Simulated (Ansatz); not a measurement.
## K2HN: relaxing a made-up structure

Starting from a made-up structure for K2HN, the aim is the relaxed cell, its shortest contacts and, where a second run follows, its electronic structure.

Main program and level: Ansatz 0.2.0; DFT, PBEsol, plane-wave PAW, files of the set soft_1, scalar-relativistic, no spin, cell and ions relaxed at zero pressure; PAW set soft_1, in the first sound run; inputs show where later runs differ.

## Step 1: Set-up

The structure is trigonal, space group R3m (No. 160). Conventional cell: a = 5.051 Å, b = 5.051 Å, c = 12.917 Å, α = 90.00°, β = 90.00°, γ = 120.00°. Nearest to K lie 3 H at 2.92 Å and 4 N at 3.04 to 3.18 Å. K has 1 H at 2.50 Å and 3 N at 2.94 Å nearest. Nearest to N lie 1 H at 1.40 Å and 7 K at 2.94 to 3.18 Å. Nearest to H lie 1 N at 1.40 Å and 4 K at 2.50 to 2.92 Å. Farther neighbours and most contacts between anions are not listed.

As a file:

```
K N H
1.0
     2.52550    1.45810    4.30567
    -2.52550    1.45810    4.30567
     0.00000   -2.91620    4.30567
K N H
2 1 1
Direct
  0.74517 0.74517 0.74517
  0.28300 0.28300 0.28300
  0.98057 0.98057 0.98057
  0.08930 0.08930 0.08930
```

## Step 2: Relaxation of the guess

The guess takes its coordinates from another compound and its volume from a rule, so the cell and any free coordinates are relaxed together.

input.yaml

```yaml
crystal:
  lattice:
    - [2.5255, 1.458098105, 4.305666667]
    - [-2.5255, 1.458098105, 4.305666667]
    - [0.0, -2.91619621, 4.305666667]
  atoms:
    - { symbol: K, position: [0.74516666, 0.74516666, 0.74516666] }
    - { symbol: K, position: [0.282999993, 0.282999993, 0.282999993] }
    - { symbol: "N", position: [0.98056666, 0.98056666, 0.98056666] }
    - { symbol: H, position: [0.089299993, 0.089299993, 0.089299993] }
kpoints:
  mp_grid: { grid: [7, 7, 7] }
scf:
  occupations: { method: fermi_dirac, width: 0.05 }
hamiltonian:
  xc: pbesol
  pseudopotentials: { kind: paw, azcp: { folder: soft_1 }, xc_functional: pbe }
relax:
  f_tol: 0.015
  max_steps: 70
  cell: {}
output:
  forces: true
  stress: true
```

On the command line:

```
$ ansatz run input.yaml --threads 4 --pin off --max-ram 8192MiB --backend cpu --events-out ev --progress --plain --runs-dir out
```

Numbers of over 12 decimals in the logs are rounded to 6 here.

Output:

```text
Engine: ansatz 0.2.0, aarch64-unknown-linux-gnu
Pseudopotentials: kind: paw
Pseudopotential: K, paw, valence charge 9, recommended cutoff 420 eV (normal), soft_1/K.paw.azcp
Pseudopotential: N, paw, valence charge 5, recommended cutoff 420 eV (normal), soft_1/N.paw.azcp
Pseudopotential: H, paw, valence charge 1, recommended cutoff 420 eV (normal), soft_1/H.paw.azcp
Functional definition: PBEsol
  exchange = pbesol_x
  correlation = pbesol_c
Crystal: 4 atoms, lattice volume = 95.132 Å³
Basis set: ecut = 420 eV, 1863 PW (Γ), exchange–correlation on 72×72×72 points (8 copies of the dense FFT grid, shifted against one another)
Bands: 16, of which v1, the nominal top of the filled ones, is band 12 counted from 1 (11 counted from 0)
Symmetry: 6 space group operations
Space group: R3m (ITA 160), of the structure as read, at distance tolerance 4.6e-5 Å
k-points: 44 of 343 (time reversal used)
Non-local potential: K, projectors of the file, l = 0: 3, l = 1: 2, l = 2: 2
Non-local potential: N, projectors of the file, l = 0: 2, l = 1: 2, l = 2: 1
Non-local potential: H, projectors of the file, l = 0: 2, l = 1: 1
PAW form: soft (Blöchl's): semilocal exchange-correlation on the pseudo side does not see the compensation charge
PAW frozen core: K, regenerated for the run's functional, and the local potential with it (the file was generated under x = pbe(κ = 0.804, μ = 0.219515), c = pbe(β = 0.066725))
PAW frozen core: N, regenerated for the run's functional, and the local potential with it (the file was generated under x = pbe(κ = 0.804, μ = 0.219515), c = pbe(β = 0.066725))
PAW one-centre angular grid: K, 110 points (default); XC on 64 Gauss nodes
PAW one-centre angular grid: N, 110 points (default); XC on 64 Gauss nodes
PAW one-centre angular grid: H, 110 points (default); XC on 64 Gauss nodes
Initial density: superposition of atomic densities (chi_scale 0.1, normalization cell, long waves kept (reshape's long-wave potential 0.00 eV rms))
Initial wavefunctions: pseudopotential atomic-orbital guess
Functional: x = pbesol(κ = 0.804, μ = 0.123457), c = pbesol(β = 0.046)
SCF iter   1: F=—  HF=-3425.601079 eV  |F-HF|=—  |Δ(HF+E_count)|=         —  Δρ=4.95e-2  dr2=1.77e0  ethr=3.10e-3  ⟨swp⟩=6.0  Hψ=3896  notcnv=0
preconditioner: auto → none  [insulator: Δε(μ)=0.391 eV  Ē_g=13.859 eV  σ=0.050 eV  W_gap=0.78  n_scr=14 (ndim 8)  ℏωp=17.0 eV  f_vac=0.000  D(μ)=0.11/eV (n_scr^D=0)  ε∞_Penn≈2.5]
SCF iter   2: F=—  HF=-3425.184608 eV  |F-HF|=—  |Δ(HF+E_count)|=   4.16e-1  Δρ=1.69e-2  dr2=1.65e-1  ethr=3.10e-3  ⟨swp⟩=3.2  Hψ=1744  notcnv=0
SCF iter   3: F=—  HF=-3425.165024 eV  |F-HF|=—  |Δ(HF+E_count)|=   1.96e-2  Δρ=3.45e-3  dr2=7.43e-3  ethr=6.88e-4  ⟨swp⟩=2.0  Hψ=883  notcnv=0
SCF iter   4: F=—  HF=-3425.166819 eV  |F-HF|=—  |Δ(HF+E_count)|=   1.79e-3  Δρ=4.72e-4  dr2=2.57e-4  ethr=3.10e-5  ⟨swp⟩=2.1  Hψ=1020  notcnv=0
SCF iter   5: F=—  HF=-3425.166892 eV  |F-HF|=—  |Δ(HF+E_count)|=   7.25e-5  Δρ=1.35e-4  dr2=1.91e-5  ethr=1.07e-6  ⟨swp⟩=2.0  Hψ=1145  notcnv=0
SCF iter   6: F=—  HF=-3425.166897 eV  |F-HF|=—  |Δ(HF+E_count)|=   5.76e-6  Δρ=3.76e-5  dr2=6.36e-7  ethr=7.97e-8  ⟨swp⟩=2.0  Hψ=1147  notcnv=0
SCF iter   7: F=-3425.166898 eV  HF=-3425.166898 eV  |F-HF|=1.22e-8  |Δ(HF+E_count)|=   2.71e-7  Δρ=7.32e-6  dr2=6.87e-8  ethr=4.17e-10  ⟨swp⟩=4.0  Hψ=2456  notcnv=0
SCF 1 converged in 7 iterations: F = -3425.166898 eV  dr2 = 6.87e-8
  greatest PAW one-centre occupation: 0.987 electrons in one spin orbital (limit 2), on the K atom at site 1 (counted from 0), in its partial waves of l = 0
relax step   1: F+E_penalty+E_count = -3425.16689768 eV  Δ(F+E_penalty+E_count) = +0.000e0 eV  max|allowed force component| = 4.050e0 eV/Å  Δτ_max = 0.0000 Å  P = -5.008 GPa  Ω = 95.132 Å³  (7 SCF iters, dr2 threshold 1.00e-7 eV, accepted)
Crystal: 4 atoms, lattice volume = 86.616 Å³
Basis set: ecut = 420 eV, 1695 PW (Γ), exchange–correlation on 72×72×72 points (8 copies of the dense FFT grid, shifted against one another)
Initial density: handed on by an earlier stage of this run
Initial wavefunctions: those handed on with the density
iter 1 solved again at ethr=2.30e-3 eV; its pass at ethr=3.10e-3 eV (dr2=5.51e-1 eV) is discarded
SCF iter   1: F=—  HF=-3426.290862 eV  |F-HF|=—  |Δ(HF+E_count)|=         —  Δρ=2.26e-2  dr2=5.54e-1  ethr=2.30e-3  ⟨swp⟩=1.0  Hψ=4924  notcnv=0
preconditioner: auto → none  [insulator: Δε(μ)=0.727 eV  Ē_g=14.034 eV  σ=0.050 eV  W_gap=0.99  n_scr=14 (ndim 8)  ℏωp=17.8 eV  f_vac=0.093  D(μ)=0.00/eV (n_scr^D=0)  ε∞_Penn≈2.6]
SCF iter   2: F=—  HF=-3426.357584 eV  |F-HF|=—  |Δ(HF+E_count)|=   6.67e-2  Δρ=2.97e-2  dr2=1.03e0  ethr=2.30e-3  ⟨swp⟩=3.1  Hψ=1179  notcnv=0
SCF iter   3: F=—  HF=-3426.188546 eV  |F-HF|=—  |Δ(HF+E_count)|=   1.69e-1  Δρ=7.77e-3  dr2=3.13e-2  ethr=2.30e-3  ⟨swp⟩=2.0  Hψ=1131  notcnv=0
SCF iter   4: F=—  HF=-3426.183983 eV  |F-HF|=—  |Δ(HF+E_count)|=   4.56e-3  Δρ=1.34e-3  dr2=1.10e-3  ethr=1.31e-4  ⟨swp⟩=2.0  Hψ=1079  notcnv=0
SCF iter   5: F=—  HF=-3426.183912 eV  |F-HF|=—  |Δ(HF+E_count)|=   7.19e-5  Δρ=2.08e-4  dr2=2.63e-5  ethr=4.57e-6  ⟨swp⟩=1.8  Hψ=863  notcnv=0
SCF iter   6: F=—  HF=-3426.183914 eV  |F-HF|=—  |Δ(HF+E_count)|=   2.61e-6  Δρ=4.49e-5  dr2=1.88e-6  ethr=1.09e-7  ⟨swp⟩=2.0  Hψ=837  notcnv=0
SCF iter   7: F=-3426.183914 eV  HF=-3426.183914 eV  |F-HF|=2.57e-7  |Δ(HF+E_count)|=   2.50e-7  Δρ=1.40e-5  dr2=3.99e-7  ethr=1.67e-9  ⟨swp⟩=4.0  Hψ=2378  notcnv=0
SCF 2 converged in 7 iterations: F = -3426.183914 eV  dr2 = 3.99e-7
relax step   2: F+E_penalty+E_count = -3426.18391411 eV  Δ(F+E_penalty+E_count) = -1.017e0 eV  max|allowed force component| = 2.620e0 eV/Å  Δτ_max = 0.1950 Å  P = -2.832 GPa  Ω = 86.616 Å³  energy of the carried Pulay correction = +4.007e-3 eV  (7 SCF iters, dr2 threshold 4.00e-7 eV, accepted)
Crystal: 4 atoms, lattice volume = 82.663 Å³
Basis set: ecut = 420 eV, 1627 PW (Γ), exchange–correlation on 72×72×72 points (8 copies of the dense FFT grid, shifted against one another)
SCF iter   1: F=—  HF=-3425.019409 eV  |F-HF|=—  |Δ(HF+E_count)|=         —  Δρ=6.33e-2  dr2=3.19e0  ethr=3.10e-3  ⟨swp⟩=6.4  Hψ=4308  notcnv=0
preconditioner: auto → none  [insulator: Δε(μ)=1.653 eV  Ē_g=14.749 eV  σ=0.050 eV  W_gap=1.00  n_scr=14 (ndim 8)  ℏωp=18.3 eV  f_vac=0.100  D(μ)=0.00/eV (n_scr^D=0)  ε∞_Penn≈2.5]
SCF iter   2: F=—  HF=-3425.192232 eV  |F-HF|=—  |Δ(HF+E_count)|=   1.73e-1  Δρ=6.66e-2  dr2=4.92e0  ethr=3.10e-3  ⟨swp⟩=3.1  Hψ=1931  notcnv=0
SCF iter   3: F=—  HF=-3424.339832 eV  |F-HF|=—  |Δ(HF+E_count)|=   8.52e-1  Δρ=1.60e-2  dr2=6.55e-2  ethr=3.10e-3  ⟨swp⟩=2.9  Hψ=1534  notcnv=0
SCF iter   4: F=—  HF=-3424.333539 eV  |F-HF|=—  |Δ(HF+E_count)|=   6.29e-3  Δρ=3.76e-3  dr2=1.14e-2  ethr=2.73e-4  ⟨swp⟩=2.0  Hψ=1576  notcnv=0
SCF iter   5: F=—  HF=-3424.332003 eV  |F-HF|=—  |Δ(HF+E_count)|=   1.54e-3  Δρ=5.95e-4  dr2=3.17e-4  ethr=4.75e-5  ⟨swp⟩=2.0  Hψ=839  notcnv=0
SCF iter   6: F=—  HF=-3424.331980 eV  |F-HF|=—  |Δ(HF+E_count)|=   2.38e-5  Δρ=1.46e-4  dr2=3.08e-5  ethr=1.32e-6  ⟨swp⟩=2.2  Hψ=885  notcnv=0
SCF iter   7: F=—  HF=-3424.331977 eV  |F-HF|=—  |Δ(HF+E_count)|=   3.06e-6  Δρ=3.19e-5  dr2=1.66e-6  ethr=1.28e-7  ⟨swp⟩=2.5  Hψ=1033  notcnv=0
SCF iter   8: F=-3424.331976 eV  HF=-3424.331977 eV  |F-HF|=2.81e-8  |Δ(HF+E_count)|=   9.97e-9  Δρ=8.85e-6  dr2=1.52e-7  ethr=1.67e-9  ⟨swp⟩=4.9  Hψ=2439  notcnv=0
SCF 3 converged in 8 iterations: F = -3424.331976 eV  dr2 = 1.52e-7
relax step   3: F+E_penalty+E_count = -3424.33197648 eV  Δ(F+E_penalty+E_count) = +1.852e0 eV  max|allowed force component| = 2.175e1 eV/Å  Δτ_max = 0.1997 Å  P = +10.068 GPa  Ω = 82.663 Å³  energy of the carried Pulay correction = +5.997e-3 eV  (8 SCF iters, dr2 threshold 4.00e-7 eV, rejected (line search))
[...]
relax step   4: F+E_penalty+E_count = -3426.31246065 eV  Δ(F+E_penalty+E_count) = -1.285e-1 eV  max|allowed force component| = 1.786e0 eV/Å  Δτ_max = 0.0291 Å  P = -1.707 GPa  Ω = 83.652 Å³  energy of the carried Pulay correction = +5.491e-3 eV  (11 SCF iters, accepted)
[...]
relax step   5: F+E_penalty+E_count = -3426.38059431 eV  Δ(F+E_penalty+E_count) = -6.813e-2 eV  max|allowed force component| = 2.932e-1 eV/Å  Δτ_max = 0.0325 Å  P = +0.227 GPa  Ω = 81.156 Å³  energy of the carried Pulay correction = +6.780e-3 eV  (6 SCF iters, dr2 threshold 4.00e-7 eV, accepted)
[...]
relax step   6: F+E_penalty+E_count = -3426.38177797 eV  Δ(F+E_penalty+E_count) = -1.184e-3 eV  max|allowed force component| = 5.182e-2 eV/Å  Δτ_max = 0.0150 Å  P = -0.070 GPa  Ω = 81.337 Å³  energy of the carried Pulay correction = +6.685e-3 eV  (5 SCF iters, dr2 threshold 4.00e-7 eV, accepted)
[...]
relax step   7: F+E_penalty+E_count = -3426.38192189 eV  Δ(F+E_penalty+E_count) = -1.439e-4 eV  max|allowed force component| = 8.631e-4 eV/Å  Δτ_max = 0.0048 Å  P = -0.002 GPa  Ω = 81.232 Å³  energy of the carried Pulay correction = +6.740e-3 eV  (5 SCF iters, dr2 threshold 1.68e-7 eV, accepted)
[...]
relax step   8: F+E_penalty+E_count = -3426.37846983 eV  Δ(F+E_penalty+E_count) = +3.452e-3 eV  max|allowed force component| = 4.154e-3 eV/Å  Δτ_max = 0.0000 Å  P = -0.065 GPa  Ω = 81.232 Å³  stress off target by 7.56e-2 GPa  SCF on the basis re-selected at this cell (its energy is not comparable with the rows above)  (6 SCF iters)
[...]
relax step   9: F+E_penalty+E_count = -3426.37867943 eV  Δ(F+E_penalty+E_count) = -2.096e-4 eV  max|allowed force component| = 2.949e-3 eV/Å  Δτ_max = 0.0014 Å  P = +0.004 GPa  Ω = 80.963 Å³  energy of the carried Pulay correction = +1.600e-4 eV  (6 SCF iters, dr2 threshold 1.43e-8 eV, accepted)
iter 1 solved again at ethr=2.45e-7 eV; its pass at ethr=3.10e-3 eV (dr2=5.89e-5 eV) is discarded
SCF iter   1: F=—  HF=-3426.378532 eV  |F-HF|=—  |Δ(HF+E_count)|=         —  Δρ=7.66e-6  dr2=6.58e-9  ethr=2.45e-7  ⟨swp⟩=3.3  Hψ=5866  notcnv=0
eigensolver tolerance schedule: the retry pair's looser diagonalisation over-reported the residual by 8953.65 of it (diagonalisation noise at 2.43 of the residual, at the tolerance the schedule requests for it); recorded, not acted on — ethr = c·dr2/N_el stays at c = 1.0e-1
preconditioner: auto → none  [insulator: Δε(μ)=0.602 eV  Ē_g=14.182 eV  σ=0.050 eV  W_gap=0.98  n_scr=14 (ndim 8)  ℏωp=18.5 eV  f_vac=0.104  D(μ)=0.00/eV (n_scr^D=0)  ε∞_Penn≈2.7]
SCF iter   2: F=—  HF=-3426.378532 eV  |F-HF|=—  |Δ(HF+E_count)|=   1.79e-7  Δρ=4.17e-6  dr2=6.16e-9  ethr=2.74e-11  ⟨swp⟩=2.7  Hψ=1362  notcnv=0
SCF iter   3: F=—  HF=-3426.378532 eV  |F-HF|=—  |Δ(HF+E_count)|=   5.13e-9  Δρ=2.80e-6  dr2=4.07e-9  ethr=2.57e-11  ⟨swp⟩=2.0  Hψ=880  notcnv=0
SCF iter   4: F=-3426.378532 eV  HF=-3426.378532 eV  |F-HF|=3.00e-11  |Δ(HF+E_count)|=   1.63e-9  Δρ=2.42e-7  dr2=1.22e-11  ethr=1.00e-12  ⟨swp⟩=4.0  Hψ=3041  notcnv=0
SCF 10 converged in 4 iterations: F = -3426.378532 eV  dr2 = 1.22e-11
relax step  10: F+E_penalty+E_count = -3426.37853216 eV  Δ(F+E_penalty+E_count) = +1.473e-4 eV  max|allowed force component| = 3.026e-3 eV/Å  Δτ_max = 0.0000 Å  P = +0.002 GPa  Ω = 80.963 Å³  stress off target by 1.24e-2 GPa  SCF on the basis re-selected at this cell (its energy is not comparable with the rows above)  (4 SCF iters)
basis re-selected at this cell: Δ(F+E_penalty+E_count) = +1.473e-4 eV, ΔP = -0.002 GPa vs the last step (what re-selecting the basis moved, of the pressure what is left beyond the Pulay correction that the steps carried, after the strain that the cell walked since its last selection, with what the two solves' SCF thresholds leave and, on support functions, any second-order correction that the steps lacked; it is no m [...]
SCF converged after 4 iterations
Free energy (F): -3426.378532 eV
Harris-Foulkes:  -3426.378532 eV  (|F-HF|=3.00e-11)
Internal energy: -3426.378462 eV  (E = F + TS)
E sigma→0 (E₀):  -3426.378497 eV
Entropy (-TS):   -0.000070 eV (-0.017 meV/atom)
Fermi energy:    4.657187 eV
--- Per-component energies (eV) ---
  E_band       = -215.895387
  E_kinetic    = 649.051370
  E_local      = -1400.375685  (includes V_loc(G=0)·N_el)
  E_nonlocal   = 63.746861
  E_hartree    = 483.269221
  E_xc         = -335.073889
  E_vxc        = -414.656826  (∫ρ·V_xc dr)
  E_paw        = -1647.336507  (= ΣΔE_a)
  E_vpaw       = -80.199278  (= ΣTr[D̂ρ^β])
  E_aug_tail   = -0.000269  (compensation charges beyond the density's cutoff)
  E_ewald      = -1239.903433
  E_core_change = 0.243869  (= ΣΔE_core)
  E_smearing   = -0.000070  (= −TS)
  E_closure    = -0.000000  (closes the sum)
  Σ components = -3426.378532   (vs F -3426.378532, Δ=0.00e0)
--- Forces (eV/Å), atoms counted from 1 ---
  atom   1  K      0.00000000     0.00000000    -0.00025701
  atom   2  K      0.00000000    -0.00000000     0.00070811
  atom   3  N     -0.00000000    -0.00000000    -0.00302573
  atom   4  H     -0.00000000    -0.00000000     0.00257425
  max |Σ_I F_I| component: 3.90e-7 eV/Å
--- Stress (GPa, compression-positive) ---
        0.008744      -0.000000      -0.000000
       -0.000000       0.008744      -0.000000
       -0.000000      -0.000000      -0.012417
  P = ⅓ Tr σ = 0.0017 GPa (0.017 kbar)
--- Relaxed structure (8 steps of the walk, 7 accepted, 2 SCFs on fresh bases) ---
  F+E_penalty+E_count = -3426.37853216 eV   max|allowed force component| = 3.026e-3 eV/Å   (the final SCF, on the basis selected at the relaxed cell)
  cell:  # Å, volume = 80.9626 Å³
    - [2.421989, 1.398336, 3.984279]
    - [-2.421989, 1.398336, 3.984279]
    - [0, -2.796671, 3.984279]
  atoms:
    - { symbol: K, position: [0.763745, 0.763745, 0.763745] }
    - { symbol: K, position: [0.275039, 0.275039, 0.275039] }
    - { symbol: N, position: [0.985949, 0.985949, 0.985949] }
    - { symbol: H, position: [0.073300, 0.073300, 0.073300] }
```

It took 14 s on 4 threads of Arm Neoverse V2, shared host; peak memory 0.44 GiB; 51 s of CPU time.

Relaxation path:

```tsv
step	energy less that of the first step (eV)	largest force component (eV/Å)	pressure (GPa)	volume (Å³)
1	0.0000	4.0496	-5.01	95.13
2	-1.0170	2.6202	-2.83	86.62
3	0.8349	21.7486	10.07	82.66
4	-1.1456	1.7860	-1.71	83.65
5	-1.2137	0.2932	0.23	81.16
6	-1.2149	0.0518	-0.07	81.34
7	-1.2150	0.0009	0.00	81.23
8*	-1.2116	0.0042	-0.06	81.23
9	-1.2118	0.0029	0.00	80.96
10*	-1.2116	0.0030	0.00	80.96
```

Relaxation steps marked * repeat the geometry before them on a plane-wave basis chosen anew for their cell, so energy and pressure can jump there. Relaxation step 3 was tried and not accepted.

Forces are held to the 6 operations that the run works with; a distortion that breaks them can't arise in this run.

```tsv
conventional cell, symmetrised	before	after	change
a (Å)	5.051	4.844	-4.1 %
b (Å)	5.051	4.844	-4.1 %
c (Å)	12.917	11.953	-7.5 %
volume (Å³/atom)	23.78	20.24	-14.9 %
```

The atoms that moved most (Å, as changes of fractional coordinates times the final cell):

```tsv
atom	dx	dy	dz	length
K1	0.000	0.000	0.222	0.222
H4	0.000	0.000	-0.191	0.191
K2	0.000	0.000	-0.095	0.095
N3	0.000	0.000	0.064	0.064
```

This step gave:

```yaml
free_energy: -3426.3785 eV
fermi_energy: 4.657 eV
gap_by_band_count: 0.6018 eV
electrons: 24
symmetry_operations: 6
pressure: 0.001691 GPa
```

The shortest distance of each pair, which need not be the same contact before and after:

```tsv
pair	guess (Å)	relaxed (Å)
H–N	1.405	1.044
H–K	2.502	2.411
K–N	2.943	2.656
K–K	3.358	3.357
N–N	5.051	4.844
```

The relaxation ends with a largest force component of 0.0030 eV/Å and a pressure of 0.00 GPa.

(Part 1 of 2 ends here.)

[Logs are printed without paths, hosts, clocks, repeated set-up lines and the standing remarks that a program may print on its own settings, such as how far it seeks lower states.]

[Hosts, paths, dates, database ids (printed as entryN), source tags and the programs' standing remarks are cut or masked in the printed files.]
